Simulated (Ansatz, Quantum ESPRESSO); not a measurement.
# Where does added charge sit? 12 metal surfaces against an electrode

A charged slab and an electrode form a capacitor. How far does its effective gap ε₀/C fall short of the distance from the top atoms?

**Method.** Quantum ESPRESSO 7.5, ESM with bc3: vacuum below, a metal electrode at the cell's upper end. Ions are fixed where Ansatz 0.2.0 (PAW) or pw.x relaxed them, under PBE, with D3(BJ) for stacks. Runs without a † are unpolarised. C comes from the runs at the smallest and the largest positive charge, about 1.5 and 6×10¹³ e per cm² of the starting cell (electrons removed).

Results:

```tsv
system	level	top atoms to electrode (Å)	C (µF/cm²)	ε₀/C (Å)	shortfall (Å)	shift of the far face's level (eV)
Na(110), 5 layers	PBE, GBRV ultrasoft	6.07	2.09	4.24	1.83	−0.02
V(100), 5 layers	PBE, GBRV ultrasoft	5.12	2.68	3.30	1.81	0.00
Li(110), 5 layers	PBE, GBRV ultrasoft	5.11	2.68	3.31	1.80	−0.03
Cr(110), 5 layers	PBEsol, GBRV ultrasoft	6.08	2.07	4.28	1.80	−0.01
Re(0001), 4 layers	PBE, GBRV ultrasoft	7.01	1.70	5.22	1.80	0.00
Mg(0001), 4 layers	PBE, GBRV ultrasoft	5.98	2.09	4.24	1.74	0.00
Mg(0001), 4 layers	PBE, GBRV ultrasoft	5.98	2.09	4.24	1.74	−0.01
Cr(100), 5 layers †	PBE, GBRV ultrasoft	5.03	2.68	3.30	1.73	−0.01
Ru(0001), 4 layers	LDA, GBRV ultrasoft	5.02	2.65	3.34	1.68	0.00
K(100), 5 layers	PBEsol, GBRV ultrasoft	5.99	2.05	4.31	1.68	+0.01
Na(110), 4 layers + Li on longbridge	PBE, GBRV ultrasoft	5.83	2.12	4.18	1.66	−0.01
Os(0001), 4 layers	PBEsol, GBRV ultrasoft	7.02	1.65	5.37	1.65	+0.01
```

**Reading.** The shortfall runs from 1.83 Å (Na(110), 5 layers) to 1.65 Å (Os(0001), 4 layers). On 12 of 12 the far face's level moves by under 0.08 eV: these screen like a metal, and the shortfall is the height of the image plane over the top atoms. By hand, for the first row: C = (0.0759 − 0.0190) e / (12.652 Å² × 3.449 V) × 1602 = 2.09 µF/cm², and 8.854/2.09 = 4.24 Å.

Caveats: C was taken on the side of removed electrons; at zero charge the shortfall can differ. Slabs are four or five layers thick. Rows were grouped by the size of the shortfall, and levels differ between them. Of 226 systems run, those whose charged runs converged are listed in this or a sister table.

[Logs are printed without paths, hosts, clocks, repeated set-up lines and the standing remarks that a program may print on its own settings, such as how far it seeks lower states.]
